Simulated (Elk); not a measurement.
## Spin spirals in MnRh by the generalised Bloch theorem

Aim: the energy of spin spirals in MnRh along a path of wavevectors.

Main program and level: Elk 11.2.3 (patched build); LDA (Perdew-Zunger); all-electron APW+lo, Dirac cores, scalar-relativistic bands.

## 1. Starting point

It takes space group Pm-3m (No. 221, cubic). Conventional cell: a = 3.044 Å, b = 3.044 Å, c = 3.044 Å, α = 90.00°, β = 90.00°, γ = 90.00°. Nearest to Mn lie 8 Rh at 2.64 Å. Nearest to Rh lie 8 Mn at 2.64 Å. Farther neighbours are not listed.

Structure file:

```cif
data_structure
_symmetry_space_group_name_H-M 'P 1'
_symmetry_Int_Tables_number 1
_cell_length_a 3.0440
_cell_length_b 3.0440
_cell_length_c 3.0440
_cell_angle_alpha 90.000
_cell_angle_beta 90.000
_cell_angle_gamma 90.000
_cell_volume 28.21
loop_
_atom_site_label
_atom_site_type_symbol
_atom_site_fract_x
_atom_site_fract_y
_atom_site_fract_z
_atom_site_occupancy
Mn1 Mn 0.00000 0.00000 0.00000 1
Rh2 Rh 0.50000 0.50000 0.50000 1
```

## 2. Reference state

The energies of all spirals count from this run, made with the same spinor basis and mesh so that errors cancel.

The moments start as ferro +, in the xy plane (a flat spiral, cone angle 90°).

The last three numbers of an atom's line are a seed field in its sphere. It points against the wanted moment and shrinks by the factor reducebf each loop.

File elk.in:

```
tasks
  0
  33
  73

xctype
  100 1 9

rgkmax
  7.0

nempty
  12

swidth
  0.002

reducebf
  0.5

epsengy
  1e-06

maxscl
  100

lmaxi
  2

spinsprl
  .true.

spinpol
  .true.

vqlss
  0.000000 0.000000 0.000000

sppath
  './'

avec
  5.75232632336 0.00000000000 0.00000000000
  0.00000000000 5.75232632336 0.00000000000
  0.00000000000 0.00000000000 5.75232632336

atoms
  2
  'Mn.in'
  1
  0.0000000000 0.0000000000 0.0000000000   -0.105000 0.000000 0.000000
  'Rh.in'
  1
  0.5000000000 0.5000000000 0.5000000000   0.000000 0.000000 0.000000

ngridk
  8 8 8

plot3d
  0 0 0
  1 0 0
  0 1 0
  0 0 1
  16 16 16
```

Started as:

```sh
OMP_NUM_THREADS=2 elk
```

Numbers of over 12 decimals in the logs are rounded to 6 here.

Log:

```text
┌─────────────────────────┐
│ Elk code version 11.2.3 │
└─────────────────────────┘

All units are atomic (Hartree, Bohr, etc.)

┌─────────────────────────────────────────────────┐
│ Ground-state run starting from atomic densities │
└─────────────────────────────────────────────────┘

Lattice vectors :
   5.752326323       0.000000000       0.000000000
   0.000000000       5.752326323       0.000000000
   0.000000000       0.000000000       5.752326323

Reciprocal lattice vectors :
   1.092285965       0.000000000       0.000000000
   0.000000000       1.092285965       0.000000000
   0.000000000       0.000000000       1.092285965

Unit cell volume      :    190.3402106
Brillouin zone volume :    1.303193964

Muffin-tin inner radius fraction :   0.1000000000E-01

Nuclei treated as point charges

Species : 1 (Mn)
 parameters loaded from : Mn.in
 name : manganese
 nuclear charge    :   -25.00000000
 electronic charge :    25.00000000
 atomic mass :    100145.9370
 muffin-tin radius :    2.367197149
 number of radial points in muffin-tin :    497
 inner part over the whole radius :   0.9838391674E-02
 number on inner part of muffin-tin    :    350
 approximate nuclear radius :   0.7074591925E-04
 number of mesh points to nuclear radius :    166
 atomic positions (lattice), magnetic fields (Cartesian) :
  1 :   0.00000000  0.00000000  0.00000000   -0.10500000  0.00000000  0.00000000

Species : 2 (Rh)
 parameters loaded from : Rh.in
 name : rhodium
 nuclear charge    :   -45.00000000
 electronic charge :    45.00000000
 atomic mass :    187585.2511
 muffin-tin radius :    2.564463578
 number of radial points in muffin-tin :    597
 inner part over the whole radius :   0.9971196642E-02
 number on inner part of muffin-tin    :    425
 approximate nuclear radius :   0.8524867730E-04
 number of mesh points to nuclear radius :    212
 atomic positions (lattice), magnetic fields (Cartesian) :
  1 :   0.50000000  0.50000000  0.50000000    0.00000000  0.00000000  0.00000000

Total number of atoms per unit cell :    2
Total muffin-tin volume :    126.2082717
 ratio of muffin-tin to unit cell volume :   0.6630667861

Spin treatment :
 spin-polarised
 global magnetic field (Cartesian) :    0.000000000       0.000000000       0.000000000
 non-collinear magnetisation
 spin-spiral state assumed
  q-vector (lattice)   :    0.000000000       0.000000000       0.000000000
  q-vector (Cartesian) :    0.000000000       0.000000000       0.000000000
  q-vector length      :    0.000000000

Number of Bravais lattice symmetries :   48
Number of crystal symmetries         :   48
Crystal has inversion symmetry
Real symmetric eigensolver will be used

k-point grid :      8     8     8
k-point offset :    0.000000000       0.000000000       0.000000000
k-point set is reduced with full crystal symmetry group
Total number of k-points :       35

Muffin-tin radius times maximum |G+k| :    7.000000000
 using average radius
Maximum |G+k| for APW functions       :    2.838800310
Maximum (1/2)|G+k|²                   :    4.029393600
Maximum |G| for potential and density :    12.00000000
Constant for pseudocharge density :    8
 order of it for each species :   15  15
 order of it for pair densities of each species (exact exchange by exxq0 0: 15) :    9  11
Radial integration step length :    1

G-vector grid sizes :     24    24    24
Number of G-vectors :     5497

Maximum angular momentum used for
 APW functions            :    8
 outer part of muffin-tin :    6
 inner part of muffin-tin :    2

Total nuclear charge    :   -70.00000000
Total core charge       :    38.00000000
Total valence charge    :    32.00000000
Total excess charge     :    0.000000000
Total electronic charge :    70.00000000

Effective Wigner radius, rₛ :   0.8658605748

Number of empty states         :     24
Total number of valence states :     82
Total number of core states    :     38

Third-order local-orbitals added for an l without core states : T
Total number of local-orbitals :     41

Using Libxc version 7.0.0
Exchange-correlation functional :    100     1     9
 lda_x; lda_c_pz
 gradient requirement :    0
 local density approximation (LDA)

Smearing type :    3
 Fermi-Dirac
Smearing width :   0.2000000000E-02
Effective electronic temperature (K) :    631.5500496

Mixing type :    3
 Broyden mixing, J. Phys. A: Math. Gen. 17, L317 (1984)

Kohn-Sham potential initialised from atomic data

┌──────────────────────────────┐
│ Self-consistent loop started │
└──────────────────────────────┘

┌─────────────────┐
│ Loop number : 1 │
└─────────────────┘

Energies :
 Fermi                       :     0.200522
 sum of occupied eigenvalues :     -3531.1642814749
 electron kinetic            :      6143.0992234103
 core electron kinetic       :      5879.7934774306
 Coulomb                     :     -11895.842062955
 Coulomb potential           :     -9443.6932804587
 nuclear-nuclear             :     -810.38467976315
 electron-nuclear            :     -12754.671177209
 Hartree                     :      1669.2137940166
 Madelung                    :     -7173.9954227258
 xc potential                :     -230.46441282717
 xc effective B-field        :    -0.96944426984695E-01
 external B-field            :      0.000000
 exchange                    :     -177.65134206590
 correlation                 :     -6.341293
 electron entropic           :    -0.11012122595485E-02
 total energy                :     -5936.7365756800
 (external B-field energy excluded from total)

Density of states at Fermi energy :    86.94813198
 (states/Hartree/unit cell)

Estimated indirect band gap :   0.1045292313E-03
 from k-point 4 to k-point 31
Estimated direct band gap   :   0.4920616774E-03
 at k-point 12

Charges :
 core                        :    38.00000000
 valence                     :    32.00000000
 interstitial                :    2.484068746
 muffin-tins (core leakage)
  species : 1 (Mn)
   atom 1                    :    24.97223807     ( -0.3583061366E-05)
  species : 2 (Rh)
   atom 1                    :    42.54369318     ( -0.5273447460E-05)
 total in muffin-tins        :    67.51593125
 total calculated charge     :    69.99976131
 total charge                :    70.00000000
 error                       :   0.2386882044E-03

Moments :
 interstitial                :   0.1849590815E-01 -0.5257036055E-11 -0.1321446615E-09
 muffin-tins
  species : 1 (Mn)
   atom 1                    :    2.348558275     -0.9952932788E-10 -0.4848585051E-10
  species : 2 (Rh)
   atom 1                    :   0.2762589157     -0.5409034236E-10 -0.2752210694E-09
 total in muffin-tins        :    2.624817191     -0.1536196702E-09 -0.3237069199E-09
 total moment                :    2.643313099     -0.1588767063E-09 -0.4558515814E-09

┌─────────────────┐
│ Loop number : 2 │
└─────────────────┘

Energies :
 Fermi                       :     0.202926
 sum of occupied eigenvalues :     -3531.2792039196
 electron kinetic            :      6143.3757992614
 core electron kinetic       :      5879.8232445765
 Coulomb                     :     -11896.288165688
 Coulomb potential           :     -9443.1139562025
 nuclear-nuclear             :     -810.38467976315
 electron-nuclear            :     -12756.197436709
 Hartree                     :      1670.2939507840
 Madelung                    :     -7174.7311875870
 xc potential                :     -231.43117447677
 xc effective B-field        :    -0.103648
 external B-field            :      0.000000
 exchange                    :     -177.64412650702
 correlation                 :     -6.340046
 electron entropic           :    -0.11260874621534E-02
 total energy                :     -5936.8976645750
 (external B-field energy excluded from total)

Density of states at Fermi energy :    87.74255489
 (states/Hartree/unit cell)

Estimated indirect band gap :   0.5112790135E-03
 from k-point 7 to k-point 14
Estimated direct band gap   :   0.3656164191E-02
 at k-point 17

Charges :
 core                        :    38.00000000
 valence                     :    32.00000000
 interstitial                :    2.478107987
 muffin-tins (core leakage)
  species : 1 (Mn)
   atom 1                    :    24.80912543     ( -0.3583061273E-05)
  species : 2 (Rh)
   atom 1                    :    42.71276658     ( -0.5273541522E-05)
 total in muffin-tins        :    67.52189201
 total calculated charge     :    69.99976247
 total charge                :    70.00000000
 error                       :   0.2375315246E-03

Moments :
 interstitial                :   0.2298777035E-01 -0.1572964573E-06  0.2446246892E-08
 muffin-tins
  species : 1 (Mn)
   atom 1                    :    2.436496108     -0.7851537121E-06 -0.6489603057E-08
  species : 2 (Rh)
   atom 1                    :   0.2758325668     -0.1245218512E-05 -0.1452062972E-06
 total in muffin-tins        :    2.712328675     -0.2030372224E-05 -0.1516959003E-06
 total moment                :    2.735316445     -0.2187668682E-05 -0.1492496534E-06

RMS change in Kohn-Sham potential (target) :   0.3740632631     (  0.1000000000E-05)
Absolute change in total energy (target)   :   0.1610888950     (  0.1000000000E-05)

[... loops 3 to 18 left out ...]

┌──────────────────┐
│ Loop number : 19 │
└──────────────────┘

Energies :
 Fermi                       :     0.306028
 sum of occupied eigenvalues :     -3526.2755075178
 electron kinetic            :      6151.7342255321
 core electron kinetic       :      5880.3492720592
 Coulomb                     :     -11904.474294638
 Coulomb potential           :     -9433.5336912434
 nuclear-nuclear             :     -810.38467976315
 electron-nuclear            :     -12782.790412011
 Hartree                     :      1688.7007971358
 Madelung                    :     -7187.7074490165
 xc potential                :     -244.27450629788
 xc effective B-field        :    -0.201535
 external B-field            :      0.000000
 exchange                    :     -178.13928213225
 correlation                 :     -6.341039
 electron entropic           :    -0.75201255542751E-03
 total energy                :     -5937.2211425849
 (external B-field energy excluded from total)

Density of states at Fermi energy :    60.14406079
 (states/Hartree/unit cell)

Estimated indirect band gap :   0.4417104530E-03
 from k-point 4 to k-point 12
Estimated direct band gap   :   0.3865760508E-02
 at k-point 21

Charges :
 core                        :    38.00000000
 valence                     :    32.00000000
 interstitial                :    2.194779300
 muffin-tins (core leakage)
  species : 1 (Mn)
   atom 1                    :    23.75601435     ( -0.3583061337E-05)
  species : 2 (Rh)
   atom 1                    :    44.04920635     ( -0.5274609546E-05)
 total in muffin-tins        :    67.80522070
 total calculated charge     :    69.99974221
 total charge                :    70.00000000
 error                       :   0.2577851506E-03

Moments :
 interstitial                :   0.8013773600E-01 -0.3058000342E-04 -0.4789653772E-06
 muffin-tins
  species : 1 (Mn)
   atom 1                    :    3.378662865     -0.9604883597E-03  0.2238054756E-06
  species : 2 (Rh)
   atom 1                    :   0.6275498065     -0.2707766116E-03 -0.1549792039E-04
 total in muffin-tins        :    4.006212672     -0.1231264971E-02 -0.1527411492E-04
 total moment                :    4.086350408     -0.1261844975E-02 -0.1575308030E-04

RMS change in Kohn-Sham potential (target) :   0.3743959417E-06 (  0.1000000000E-05)
Absolute change in total energy (target)   :   0.3145496521E-06 (  0.1000000000E-05)

Convergence targets achieved

┌──────────────────┐
│ Loop number : 20 │
└──────────────────┘

Energies :
 Fermi                       :     0.306028
 sum of occupied eigenvalues :     -3526.2755052348
 electron kinetic            :      6151.7342251260
 core electron kinetic       :      5880.3492742633
 Coulomb                     :     -11904.474292974
 Coulomb potential           :     -9433.5336903839
 nuclear-nuclear             :     -810.38467976315
 electron-nuclear            :     -12782.790409527
 Hartree                     :      1688.7007963168
 Madelung                    :     -7187.7074477817
 xc potential                :     -244.27450379549
 xc effective B-field        :    -0.201536
 external B-field            :      0.000000
 exchange                    :     -178.13928276067
 correlation                 :     -6.341039
 electron entropic           :    -0.75202225314255E-03
 total energy                :     -5937.2211418696
 (external B-field energy excluded from total)

Density of states at Fermi energy :    60.14477902
 (states/Hartree/unit cell)

Estimated indirect band gap :   0.4418092085E-03
 from k-point 4 to k-point 12
Estimated direct band gap   :   0.3865684288E-02
 at k-point 21

Charges :
 core                        :    38.00000000
 valence                     :    32.00000000
 interstitial                :    2.194779207
 muffin-tins (core leakage)
  species : 1 (Mn)
   atom 1                    :    23.75601436     ( -0.3583061451E-05)
  species : 2 (Rh)
   atom 1                    :    44.04920643     ( -0.5274610803E-05)
 total in muffin-tins        :    67.80522079
 total calculated charge     :    69.99974221
 total charge                :    70.00000000
 error                       :   0.2577853542E-03

Moments :
 interstitial                :   0.8013962278E-01 -0.3225060678E-04 -0.4742438393E-06
 muffin-tins
  species : 1 (Mn)
   atom 1                    :    3.378673393     -0.1031048680E-02  0.3859765697E-06
  species : 2 (Rh)
   atom 1                    :   0.6275362458     -0.2839142457E-03 -0.1547053078E-04
 total in muffin-tins        :    4.006209639     -0.1314962926E-02 -0.1508455421E-04
 total moment                :    4.086349261     -0.1347213532E-02 -0.1555879805E-04

┌──────────────────────────────┐
│ Self-consistent loop stopped │
└──────────────────────────────┘

Wrote STATE.OUT
```

Elapsed: 71 s, on 2 threads of Arm Neoverse V1, shared host; peak memory 0.11 GiB; 2.3 min of CPU time.

This step gave:

```
density of states at the Fermi level : 2.210 states/eV/cell
moment between the spheres           : 0.08014, 0, 0 μB
magnetization                        : 4.086, -0.001347, 0 μB
final state                          : ferromagnetic
largest moment                       : 3.379 μB
```

After 20 cycles the largest moment stands at 3.38 μB.

[end of part 1 of 2]

[Logs and program files are shortened in this print: banners, set-up blocks, solver, clock and traceback lines can be left out without a mark of their own.]

[Logs are printed without paths, hosts, clocks, repeated set-up lines and the standing remarks that a program may print on its own settings, such as how far it seeks lower states.]

[Hosts, paths, dates, database ids (printed as entryN), source tags and the programs' standing remarks are cut or masked in the printed files.]

[Where a cell is said to come from a database of computed structures, the database is the Materials Project.]
